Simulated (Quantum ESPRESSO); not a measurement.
**LiF (Griceite): from Born charge to LO-TO splitting**

Wanted: the LO mode of LiF (Griceite) from the TO mode and the field response.

Calculated with Quantum ESPRESSO 7.5; DFT LDA, scalar-relativistic, plane waves, GBRV ultrasoft pseudopotentials.

### 1. The relaxed structure

Symmetry: Fm-3m, No. 225, cubic system. Conventional cell: a = 3.912 Å, b = 3.912 Å, c = 3.912 Å, α = 90.00°, β = 90.00°, γ = 90.00°. Li has 6 F at 1.96 Å nearest. Nearest to F lie 6 Li at 1.96 Å. Farther neighbours and most contacts between anions are not listed.

Structure file:

```
CELL_PARAMETERS angstrom
-1.95592 0.00000 1.95592
0.00000 1.95592 1.95592
-1.95592 1.95592 0.00000
ATOMIC_POSITIONS crystal
Li 0.00000 0.00000 0.00000
F 0.50000 0.50000 0.50000
```

This is the cell after its relaxation at this level of theory, not the database cell from which that began.

### 2. What the response run gave

A linear-response run on the relaxed cell, with the response to an electric field; only its zone-centre results are used. Cutoff 55 Ry, k mesh 12×12×12.

Output:

```text
[banners, grids, parts of the stress and lines that vanish by symmetry left out]
Program PHONON v.7.5
     Reading xml data from directory:

[...]
Exchange-correlation= PZ
                           (   1   1   0   0   0   0   0)
[...]
kinetic-energy cut-off    =      55.0000  Ry
     charge density cut-off    =     440.0000  Ry
     convergence threshold     =      1.0E-18
[...]
Exchange-correlation= PZ
                           (   1   1   0   0   0   0   0)
[...]
q = (   0.0000000   0.0000000   0.0000000 )
     49 Sym.Ops. (with q -> -q+G )
     G cutoff =  304.5264  (  15665 G-vectors)     FFT grid: ( 36, 36, 36)
     G cutoff =  152.2632  (   5601 G-vectors)  smooth grid: ( 25, 25, 25)
     number of k points=    72
[...]
Mode symmetry, O_h (m-3m)  point group:
[...]
Dielectric constant
[...]
End of electric fields calculation
          Dielectric constant in cartesian axis
          (       2.111236024       0.000000000       0.000000000 )
          (       0.000000000       2.111236024      -0.000000000 )
          (       0.000000000      -0.000000000       2.111236024 )
          Effective charges (d Force / dE) in cartesian axis without acoustic sum rule applied (asr)
           atom    1  Li    Mean Z*:        1.03835
      Ex  (        1.03835       -0.00000       -0.00000 )
      Ey  (       -0.00000        1.03835        0.00000 )
      Ez  (       -0.00000        0.00000        1.03835 )
           atom    2  F     Mean Z*:       -1.03787
      Ex  (       -1.03787       -0.00000       -0.00000 )
      Ey  (       -0.00000       -1.03787       -0.00000 )
      Ez  (        0.00000        0.00000       -1.03787 )
          Effective charges Sum: Mean:        0.00048
[...]
Effective charges (d Force / dE) in cartesian axis with asr applied:
           atom    1  Li    Mean Z*:        1.03811
[...]
atom    2  F     Mean Z*:       -1.03811
[...]
Representation #   1 modes #   1   2   3
[...]
End of self-consistent calculation
     Convergence has been achieved
     Representation #   2 modes #   4   5   6
[...]
End of self-consistent calculation
     Convergence has been achieved
[...]
Dielectric constant in cartesian axis
          (       2.111236024       0.000000000       0.000000000 )
          (       0.000000000       2.111236024      -0.000000000 )
          (       0.000000000      -0.000000000       2.111236024 )
          Effective charges (d Force / dE) in cartesian axis without acoustic sum rule applied (asr)
           atom    1  Li    Mean Z*:        1.03835
      Ex  (        1.03835       -0.00000       -0.00000 )
      Ey  (       -0.00000        1.03835        0.00000 )
      Ez  (       -0.00000        0.00000        1.03835 )
           atom    2  F     Mean Z*:       -1.03787
      Ex  (       -1.03787       -0.00000       -0.00000 )
      Ey  (       -0.00000       -1.03787       -0.00000 )
      Ez  (        0.00000        0.00000       -1.03787 )
          Effective charges Sum: Mean:        0.00048
[...]
Effective charges (d Force / dE) in cartesian axis with asr applied:
           atom    1  Li    Mean Z*:        1.03811
[...]
atom    2  F     Mean Z*:       -1.03811
[...]
q = (    0.000000000   0.000000000   0.000000000 )
[...]
freq (    1) =      -0.621473 [THz] =     -20.730116 [cm-1]
     freq (    2) =      -0.621473 [THz] =     -20.730116 [cm-1]
     freq (    3) =      -0.621473 [THz] =     -20.730116 [cm-1]
     freq (    4) =      10.261954 [THz] =     342.301938 [cm-1]
     freq (    5) =      10.261954 [THz] =     342.301938 [cm-1]
     freq (    6) =      10.261954 [THz] =     342.301938 [cm-1]
[...]
Mode symmetry, O_h (m-3m)  point group:
     freq (   1-   3) =        -20.7  [cm-1]   --> T_1u G_15  G_4- I
     freq (   4-   6) =        342.3  [cm-1]   --> T_1u G_15  G_4- I

   JOB DONE.
```

| quantity | value |
| --- | --- |
| cell volume Ω (Å³) | 14.965 |
| mass of Li (u) | 6.940 |
| mass of F (u) | 18.998 |
| Born charge of Li, raw (e) | 1.038 |
| Born charge of F, raw (e) | -1.038 |
| ε∞ | 2.111 |
| ω(TO) after the sum rule (cm⁻¹) | 343.5 |

### 3. The calculation

The charges must sum to zero over the cell; taking off their mean, 0.000 e, leaves Z* = 1.038 e on Li. In the polar mode Li moves against F, so the reduced mass is μ = 6.94 × 19.00 / 25.94 = 5.083 u.

A longitudinal wave builds up a field that adds to the restoring force: ω(LO)² = ω(TO)² + 4π Z*² / (μ Ω ε∞), in Hartree atomic units. With μ = 9266 electron masses and Ω = 100.99 bohr³ the second term is 6.8553e-06 Ha², or 330212 cm⁻² (1 Ha = 219474.6 cm⁻¹).

So ω(LO) = √(118006 + 330212) = 669.5 cm⁻¹, and by the Lyddane-Sachs-Teller relation ε₀ = ε∞ (ω(LO)/ω(TO))² = 8.02.

### 4. Check against the program

The analysis program adds the same non-analytic term to the full matrix, here for q along (1 0 0).

Output:

```text
[banner, memory and clock lines left out]
Program DYNMAT v.7.5

     Reading Dynamical Matrix from file g.dyn
     ...Force constants read
     ...epsilon and Z* read

     Polarizability (A^3 units)
     multiply by 0.729708 for Clausius-Mossotti correction
         1.323375    0.000000    0.000000
         0.000000    1.323375   -0.000000
         0.000000   -0.000000    1.323375

     IR activities are in (D/A)^2/amu units

# mode   [cm-1]    [THz]      IR
    1     -0.00   -0.0000    0.0000
    2     -0.00   -0.0000    0.0000
    3      0.00    0.0000    0.0000
    4    343.52   10.2985    4.8912
    5    343.52   10.2985    4.8912
    6    669.47   20.0701    4.8912
```

ε₀ comes from the program's run without a direction of q.

| quantity | by hand | program |
| --- | --- | --- |
| ω(LO) (cm⁻¹) | 669.5 | 669.5 |
| ε₀ | 8.02 | 8.02 |

### 5. Outcome

| Property | Result |
| --- | --- |
| TO mode | 343.5 cm⁻¹ |
| LO mode | 669.5 cm⁻¹ |
| static dielectric constant | 8.018 |

**Reading.** The LO mode of LiF (Griceite) lies at 669 cm⁻¹, 326 cm⁻¹ above the TO mode; the formula meets the program within 0.1 cm⁻¹, as it must for a cubic crystal with one polar mode. ω(LO)² − ω(TO)² goes with Z*²/ε∞: an error of 5 % in ε∞ would move the LO mode by 11.8 cm⁻¹, and semilocal functionals tend to overestimate ε∞. The acoustic modes of the response miss zero by 21 cm⁻¹, a numerical error that can touch the optical modes as well. These are harmonic values at zero temperature, at the volume of this functional, for the structure held cubic; stability elsewhere in the zone is no part of this calculation.

[Host names and launcher messages were left out of these logs when they were recorded.]

[Logs are printed without paths, hosts, clocks, repeated set-up lines and the standing remarks that a program may print on its own settings, such as how far it seeks lower states.]

[Hosts, paths, dates, database ids (printed as entryN), source tags and the programs' standing remarks are cut or masked in the printed files.]
